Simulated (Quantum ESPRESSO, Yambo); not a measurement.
# TiO2 (Anatase): G0W0 with Yambo, start to end, part 2 of 3

Wanted: ground state, empty states, screening and self-energy for TiO2 (Anatase).

Quantum ESPRESSO 7.5 and Yambo 5.3.0; PBE and many-body steps on it, plane waves. Known limits of the many-body steps: not at the basis limit.

So far. Step 2 (Ground state): The gap is indirect, with the least direct gap 0.31 eV higher.

### 3. Bands along the symmetry lines

Level of this step: DFT, PBE, plane waves, norm-conserving pseudopotentials (Quantum ESPRESSO).

The cheap functional maps the bands first; the places of the edges decide which points the dearer methods must see.

Input file pw.in:

```
&control
  calculation = 'bands'
  prefix = 'x'
  outdir = 'o'
  pseudo_dir = 'pseudo'
/
&system
  ibrav = 0
  nat = 6
  ntyp = 2
  ecutwfc = 76.0
  nbnd = 30
  force_symmorphic = .true.
/
&electrons
  conv_thr = 1e-9
  electron_maxstep = 80
  diago_full_acc = .true.
  diago_thr_init = 5e-6
/
ATOMIC_SPECIES
  Ti 47.867 Ti.upf
  O 15.999 O.upf
CELL_PARAMETERS angstrom
  -1.8921000000 1.8921000000 4.7573000000
  1.8921000000 -1.8921000000 4.7573000000
  1.8921000000 1.8921000000 -4.7573000000
ATOMIC_POSITIONS crystal
  Ti 0.0000000000 0.0000000000 0.0000000000
  Ti 0.7500000000 0.2500000000 0.5000000000
  O 0.2081000000 0.2081000000 0.0000000000
  O 0.9581000000 0.4581000000 0.5000000000
  O 0.5419000000 0.0419000000 0.5000000000
  O 0.7919000000 0.7919000000 0.0000000000
K_POINTS crystal
  76
  0.00000000 0.00000000 0.00000000 1
  0.00000000 0.00000000 0.06250000 1
  0.00000000 0.00000000 0.12500000 1
  0.00000000 0.00000000 0.18750000 1
  0.00000000 0.00000000 0.25000000 1
  0.00000000 0.00000000 0.31250000 1
  0.00000000 0.00000000 0.37500000 1
  0.00000000 0.00000000 0.43750000 1
  0.00000000 0.00000000 0.50000000 1
  0.03125000 0.03125000 0.46875000 1
  0.06250000 0.06250000 0.43750000 1
  0.09375000 0.09375000 0.40625000 1
  0.12500000 0.12500000 0.37500000 1
  0.15625000 0.15625000 0.34375000 1
  0.18750000 0.18750000 0.31250000 1
  0.21875000 0.21875000 0.28125000 1
  0.25000000 0.25000000 0.25000000 1
  0.21875000 0.28125000 0.21875000 1
  0.18750000 0.31250000 0.18750000 1
  0.15625000 0.34375000 0.15625000 1
  0.12500000 0.37500000 0.12500000 1
  0.09375000 0.40625000 0.09375000 1
  0.06250000 0.43750000 0.06250000 1
  0.03125000 0.46875000 0.03125000 1
  0.00000000 0.50000000 0.00000000 1
  0.00000000 0.43750000 0.00000000 1
  0.00000000 0.37500000 0.00000000 1
  0.00000000 0.31250000 0.00000000 1
  0.00000000 0.25000000 0.00000000 1
  0.00000000 0.18750000 0.00000000 1
  0.00000000 0.12500000 0.00000000 1
  0.00000000 0.06250000 0.00000000 1
  0.00000000 0.00000000 0.00000000 1
  0.06250000 0.06250000 -0.06250000 1
  0.12500000 0.12500000 -0.12500000 1
  0.18750000 0.18750000 -0.18750000 1
  0.25000000 0.25000000 -0.25000000 1
  0.31250000 0.31250000 -0.31250000 1
  0.37500000 0.37500000 -0.37500000 1
  0.43750000 0.43750000 -0.43750000 1
  0.50000000 0.50000000 -0.50000000 1
  0.47369330 0.52630670 -0.47369330 1
  0.44738660 0.55261340 -0.44738660 1
  0.42107990 0.57892010 -0.42107990 1
  0.39477321 0.60522679 -0.39477321 1
  0.36846651 0.63153349 -0.36846651 1
  0.34215981 0.65784019 -0.34215981 1
  0.31585311 0.68414689 -0.31585311 1
  0.28954641 0.71045359 -0.28954641 1
  -0.28954641 0.28954641 0.28954641 1
  -0.25335311 0.25335311 0.25335311 1
  -0.21715981 0.21715981 0.21715981 1
  -0.18096651 0.18096651 0.18096651 1
  -0.14477320 0.14477320 0.14477320 1
  -0.10857990 0.10857990 0.10857990 1
  -0.07238660 0.07238660 0.07238660 1
  -0.03619330 0.03619330 0.03619330 1
  0.00000000 0.00000000 0.00000000 1
  0.00000000 0.00000000 0.50000000 1
  -0.00988660 0.00988660 0.50000000 1
  -0.01977321 0.01977321 0.50000000 1
  -0.02965981 0.02965981 0.50000000 1
  -0.03954642 0.03954642 0.50000000 1
  -0.04943302 0.04943302 0.50000000 1
  -0.05931962 0.05931962 0.50000000 1
  -0.06920623 0.06920623 0.50000000 1
  -0.07909283 0.07909283 0.50000000 1
  0.50000000 0.50000000 -0.07909283 1
  0.50000000 0.50000000 -0.13170623 1
  0.50000000 0.50000000 -0.18431962 1
  0.50000000 0.50000000 -0.23693302 1
  0.50000000 0.50000000 -0.28954642 1
  0.50000000 0.50000000 -0.34215981 1
  0.50000000 0.50000000 -0.39477321 1
  0.50000000 0.50000000 -0.44738660 1
  0.50000000 0.50000000 -0.50000000 1
```

Started as:

```
> OMP_NUM_THREADS=1 mpirun -n 8 pw.x -nk 8 -in pw.in > pw.out
```

The program printed:

```text
[banner, memory and clock lines left out]
Program PWSCF v.7.5 starts

     Atomic positions and unit cell read from directory:
     o/x.save/

     Message from routine setup:
     using ibrav=0 with symmetry is DISCOURAGED, use correct ibrav instead

     G-vector sticks info

     bravais-lattice index     =            0
     lattice parameter (alat)  =      10.3145  a.u.
     unit-cell volume          =     459.7326 (a.u.)^3
     number of atoms/cell      =            6
     number of atomic types    =            2
     number of electrons       =        48.00
     number of Kohn-Sham states=           30
     kinetic-energy cutoff     =      76.0000  Ry
     charge density cutoff     =     304.0000  Ry
     Exchange-correlation= PBE
                           (   1   4   3   4   0   0   0)

     celldm(1)=  10.314510  celldm(2)=   0.000000  celldm(3)=   0.000000
     celldm(4)=   0.000000  celldm(5)=   0.000000  celldm(6)=   0.000000

     crystal axes: (cart. coord. in units of alat)
               a(1) = (  -0.346653   0.346653   0.871587 )
               a(2) = (   0.346653  -0.346653   0.871587 )
               a(3) = (   0.346653   0.346653  -0.871587 )

     reciprocal axes: (cart. coord. in units 2 pi/alat)
               b(1) = (  0.000000  1.442367  0.573666 )
               b(2) = (  1.442367  0.000000  0.573666 )
               b(3) = (  1.442367  1.442367  0.000000 )
     Pseudo is Norm-conserving + core correction, Zval = 12.0
     Generated using ONCVPSP code by D. R. Hamann
     Using radial grid of 1586 points,  6 beta functions with:
     Pseudo is Norm-conserving + core correction, Zval =  6.0
     Generated using ONCVPSP code by D. R. Hamann
     Using radial grid of  936 points,  5 beta functions with:
     Ti               12.00    47.86700     Ti( 1.00)
     O                 6.00    15.99900     O ( 1.00)

      8 Sym. Ops. (no inversion) found

   Cartesian axes

     site n.     atom                  positions (alat units)
         1        Ti     tau(   1) = (   0.0000000   0.0000000   0.0000000  )
         2        Ti     tau(   2) = (   0.0000000   0.3466525   0.4357936  )
         3        O      tau(   3) = (   0.0000000   0.0000000   0.3627546  )
         4        O      tau(   4) = (   0.0000000   0.3466525   0.7985481  )
         5        O      tau(   5) = (  -0.0000000   0.3466525   0.0730390  )
         6        O      tau(   6) = (  -0.0000000  -0.0000000   1.3804197  )

     number of k points=    76
                       cart. coord. in units 2pi/alat
        k(    1) = (   0.0000000   0.0000000   0.0000000), wk =   0.0263158
        k(    2) = (   0.0901479   0.0901479   0.0000000), wk =   0.0263158
        k(    3) = (   0.1802958   0.1802958   0.0000000), wk =   0.0263158
[...]
[... 64 further rows ...]
        k(   75) = (   0.0758878   0.0758878   0.5736661), wk =   0.0263158
        k(   76) = (   0.0000000   0.0000000   0.5736661), wk =   0.0263158

     Dense  grid:    41149 G-vectors     FFT dimensions: (  60,  60,  60)

     The potential is recalculated from file :
     o/x.save/charge-density

     Starting wfcs are   36 randomized atomic wfcs

     Band Structure Calculation

     End of band structure calculation

          k = 0.0000 0.0000 0.0000 (  5117 PWs)   bands (ev):

   -49.0007 -48.9397 -25.4932 -25.2534 -25.2534 -25.1810 -25.1810 -25.0962
   -10.2630  -9.2466  -9.1005  -8.7619   3.3975   3.5164   3.5164   3.9209
     5.2684   5.2684   5.3152   6.5646   6.5681   6.5681   6.8689   6.8689
     9.4863  10.2324  11.3622  11.3623  11.3918  11.3919

          k = 0.0901 0.0901 0.0000 (  5120 PWs)   bands (ev):

[...]
9.6711  10.2622  11.1637  11.2868  11.2978  11.3682

          k = 0.1803 0.1803 0.0000 (  5138 PWs)   bands (ev):

[...]
10.0980  10.3136  10.8136  11.1474  11.1552  11.3660

[...]
k = 0.3794-0.0000 0.5737 (  5142 PWs)   bands (ev):

[...]
k = 0.8353 0.0000-0.0000 (  5132 PWs)   bands (ev):

[...]
k = 0.7309 0.0000-0.0000 (  5146 PWs)   bands (ev):

[...]
k = 0.6264-0.0000-0.0000 (  5156 PWs)   bands (ev):

[...]
k = 0.3132 0.0000-0.0000 (  5130 PWs)   bands (ev):

[...]
k = 0.8210 0.6214-0.0000 (  5140 PWs)   bands (ev):

[...]
k = 0.8353 0.6071-0.0000 (  5144 PWs)   bands (ev):

[...]
k = 0.0759 0.0759 0.5737 (  5118 PWs)   bands (ev):

[...]
9.9242   9.9242  11.1090  11.1090  11.4837  11.4838

          k = 0.0000 0.0000 0.5737 (  5116 PWs)   bands (ev):

[...]
-9.6754  -9.6754  -9.0353  -9.0353   3.6045   3.6045   3.6546   3.6546
     5.2970   5.2970   5.9883   5.9884   6.0725   6.0725   7.2092   7.2092
     9.8463   9.8463  11.1552  11.1552  11.6165  11.6165

     XML data file, pseudopotentials, collected wavefunctions
```

Run time: 24 s. Hardware: 8 MPI ranks of Intel Xeon Platinum 8375C at 2.90GHz (Ice Lake), shared host; peak memory 0.66 GiB; 3.1 min of CPU time.

This step gave:

| Item | Value |
| --- | --- |
| gap | 2.141 eV |
| k of the valence top | 0, 0, 0.4375 |
| k of the conduction bottom | 0, 0, 0 |
| least direct gap | 2.492 eV |

The gap is 2.141 eV, −0.045 eV from the run before at this level.

The electronic bands at the labelled points (eV, zero at the top of the highest filled band):

| point | band 21 | band 22 | band 23 | band 24 | band 25 | band 26 | band 27 | band 28 |
| --- | --- | --- | --- | --- | --- | --- | --- | --- |
| Γ | -0.78 | -0.78 | -0.48 | -0.48 | 2.14 | 2.89 | 4.02 | 4.02 |
| halfway | -1.84 | -0.96 | -0.61 | -0.25 | 3.01 | 3.16 | 3.54 | 3.77 |
| X | -2.07 | -2.07 | -0.05 | -0.05 | 3.38 | 3.38 | 3.85 | 3.85 |
| halfway | -1.81 | -1.81 | -0.14 | -0.14 | 3.45 | 3.45 | 3.78 | 3.78 |
| P | -1.60 | -1.60 | -0.24 | -0.24 | 3.61 | 3.61 | 3.64 | 3.64 |
| halfway | -1.90 | -0.97 | -0.60 | -0.35 | 3.18 | 3.32 | 3.71 | 3.73 |
| N | -1.96 | -0.95 | -0.86 | -0.65 | 3.27 | 3.58 | 3.60 | 3.70 |
| halfway | -1.35 | -0.80 | -0.80 | -0.53 | 3.00 | 3.26 | 3.36 | 3.64 |
| Γ | -0.78 | -0.78 | -0.48 | -0.48 | 2.14 | 2.89 | 4.02 | 4.02 |
| halfway | -1.08 | -1.08 | -0.25 | -0.25 | 2.24 | 2.77 | 3.86 | 3.86 |
| M | -1.27 | -1.27 | -0.14 | -0.14 | 2.50 | 2.50 | 3.81 | 3.81 |
| halfway | -1.31 | -0.72 | -0.61 | -0.57 | 2.76 | 3.23 | 3.44 | 3.58 |
| S | -1.20 | -0.94 | -0.91 | -0.84 | 3.24 | 3.52 | 3.60 | 3.66 |
| jump to S0 | -1.20 | -0.94 | -0.91 | -0.84 | 3.24 | 3.52 | 3.60 | 3.66 |
| halfway | -1.49 | -0.92 | -0.84 | -0.58 | 3.15 | 3.34 | 3.37 | 3.66 |
| Γ | -0.78 | -0.78 | -0.48 | -0.48 | 2.14 | 2.89 | 4.02 | 4.02 |
| jump to X | -2.07 | -2.07 | -0.05 | -0.05 | 3.38 | 3.38 | 3.85 | 3.85 |
| halfway | -2.02 | -2.02 | -0.06 | -0.06 | 3.37 | 3.37 | 3.83 | 3.83 |
| R | -1.91 | -1.91 | -0.09 | -0.09 | 3.35 | 3.35 | 3.79 | 3.79 |
| jump to G | -1.91 | -1.91 | -0.09 | -0.09 | 3.35 | 3.35 | 3.79 | 3.79 |
| halfway | -1.09 | -1.09 | -0.53 | -0.53 | 3.08 | 3.08 | 3.58 | 3.58 |
| M | -1.27 | -1.27 | -0.14 | -0.14 | 2.50 | 2.50 | 3.81 | 3.81 |

### 4. Empty states on the mesh, 4×4×4 mesh, 78 bands

The sums over transitions need many empty states on a uniform mesh; this step solves for them.

Input file pw.in:

```
&control
  calculation = 'nscf'
  prefix = 'x'
  outdir = 'o'
  pseudo_dir = 'pseudo'
/
&system
  ibrav = 0
  nat = 6
  ntyp = 2
  ecutwfc = 76.0
  nbnd = 78
  force_symmorphic = .true.
/
&electrons
  conv_thr = 1e-9
  electron_maxstep = 80
  diago_full_acc = .true.
  diago_thr_init = 5e-6
/
ATOMIC_SPECIES
  Ti 47.867 Ti.upf
  O 15.999 O.upf
CELL_PARAMETERS angstrom
  -1.8921000000 1.8921000000 4.7573000000
  1.8921000000 -1.8921000000 4.7573000000
  1.8921000000 1.8921000000 -4.7573000000
ATOMIC_POSITIONS crystal
  Ti 0.0000000000 0.0000000000 0.0000000000
  Ti 0.7500000000 0.2500000000 0.5000000000
  O 0.2081000000 0.2081000000 0.0000000000
  O 0.9581000000 0.4581000000 0.5000000000
  O 0.5419000000 0.0419000000 0.5000000000
  O 0.7919000000 0.7919000000 0.0000000000
K_POINTS automatic
  4 4 4 0 0 0
```

Started as:

```
> OMP_NUM_THREADS=1 mpirun -n 8 pw.x -nk 4 -in pw.in > pw.out
```

The program printed:

```text
[banner, memory and clock lines left out]
Program PWSCF v.7.5 starts

     Atomic positions and unit cell read from directory:
     o/x.save/

     Message from routine setup:
     using ibrav=0 with symmetry is DISCOURAGED, use correct ibrav instead

     bravais-lattice index     =            0
     lattice parameter (alat)  =      10.3145  a.u.
     unit-cell volume          =     459.7326 (a.u.)^3
     number of atoms/cell      =            6
     number of atomic types    =            2
     number of electrons       =        48.00
     number of Kohn-Sham states=           78
     kinetic-energy cutoff     =      76.0000  Ry
     charge density cutoff     =     304.0000  Ry
     Exchange-correlation= PBE
                           (   1   4   3   4   0   0   0)

     celldm(1)=  10.314510  celldm(2)=   0.000000  celldm(3)=   0.000000
     celldm(4)=   0.000000  celldm(5)=   0.000000  celldm(6)=   0.000000

     crystal axes: (cart. coord. in units of alat)
               a(1) = (  -0.346653   0.346653   0.871587 )
               a(2) = (   0.346653  -0.346653   0.871587 )
               a(3) = (   0.346653   0.346653  -0.871587 )

     reciprocal axes: (cart. coord. in units 2 pi/alat)
               b(1) = (  0.000000  1.442367  0.573666 )
               b(2) = (  1.442367  0.000000  0.573666 )
               b(3) = (  1.442367  1.442367  0.000000 )
     Pseudo is Norm-conserving + core correction, Zval = 12.0
     Generated using ONCVPSP code by D. R. Hamann
     Using radial grid of 1586 points,  6 beta functions with:
     Pseudo is Norm-conserving + core correction, Zval =  6.0
     Generated using ONCVPSP code by D. R. Hamann
     Using radial grid of  936 points,  5 beta functions with:
     Ti               12.00    47.86700     Ti( 1.00)
     O                 6.00    15.99900     O ( 1.00)

      8 Sym. Ops. (no inversion) found

   Cartesian axes

     site n.     atom                  positions (alat units)
         1        Ti     tau(   1) = (   0.0000000   0.0000000   0.0000000  )
         2        Ti     tau(   2) = (   0.0000000   0.3466525   0.4357936  )
         3        O      tau(   3) = (   0.0000000   0.0000000   0.3627546  )
         4        O      tau(   4) = (   0.0000000   0.3466525   0.7985481  )
         5        O      tau(   5) = (  -0.0000000   0.3466525   0.0730390  )
         6        O      tau(   6) = (  -0.0000000  -0.0000000   1.3804197  )

     number of k points=    13
                       cart. coord. in units 2pi/alat
        k(    1) = (   0.0000000   0.0000000   0.0000000), wk =   0.0312500
        k(    2) = (   0.3605917   0.3605917   0.0000000), wk =   0.1250000
        k(    3) = (  -0.7211833  -0.7211833   0.0000000), wk =   0.0625000
[...]
k(   12) = (  -1.0817750  -0.3605917   0.0000000), wk =   0.1250000
        k(   13) = (  -1.4423666  -1.4423666  -0.5736661), wk =   0.0312500

     Dense  grid:    41149 G-vectors     FFT dimensions: (  60,  60,  60)

     The potential is recalculated from file :
     o/x.save/charge-density

     Starting wfcs are   36 randomized atomic wfcs +   42 random wfcs

     Band Structure Calculation

     End of band structure calculation

          k = 0.0000 0.0000 0.0000 (  5117 PWs)   bands (ev):

   -49.0008 -48.9397 -25.4932 -25.2534 -25.2534 -25.1810 -25.1810 -25.0962
   -10.2630  -9.2466  -9.1005  -8.7619   3.3974   3.5164   3.5164   3.9209
     5.2684   5.2684   5.3151   6.5646   6.5681   6.5681   6.8689   6.8689
[...]
47.9104  48.9278  49.2445  49.2738  50.4139  50.9090

          k = 0.3606 0.3606 0.0000 (  5174 PWs)   bands (ev):

[...]
47.3417  47.8114  48.2788  48.8564  48.9115  49.7073

          k =-0.7212-0.7212 0.0000 (  5150 PWs)   bands (ev):

[...]
37.7118  37.7118  38.5846  38.5846  40.2942  40.2942  40.8240  40.8240
    42.4934  42.4934  43.6158  43.6158  45.1016  45.1016  45.5208  45.5208
    46.8734  46.8734  47.5100  47.5100  48.5639  48.5640

          k = 0.3606 0.0000 0.1434 (  5139 PWs)   bands (ev):

     [... further k-points ...]

     highest occupied, lowest unoccupied level (ev):     7.2976    9.4863

     XML data file, pseudopotentials, collected wavefunctions
```

The job ended after 15 s (8 MPI ranks; peak memory 0.6 GiB).

Numbers from this step:

| Item | Value |
| --- | --- |
| gap | 2.189 eV |
| k of the valence top | 0, 0, -0.5 |
| k of the conduction bottom | 0, 0, 0 |
| least direct gap | 2.492 eV |
| k points computed | 13 |
| lowest point of the top converged band, above the valence top | 40.82 eV |

On this mesh the gap is 2.189 eV.

(Continued in part 3 of 3.)

[Paths, hosts, dates, memory and timing lines, banners, echoed tables and standing remarks are left out of the program output.]

[Logs are printed without paths, hosts, clocks, repeated set-up lines and the standing remarks that a program may print on its own settings, such as how far it seeks lower states.]

[Runs of the session that timed out or met a known fault of the program may be left out.]

[Hosts, paths, dates, database ids (printed as entryN), source tags and the programs' standing remarks are cut or masked in the printed files.]
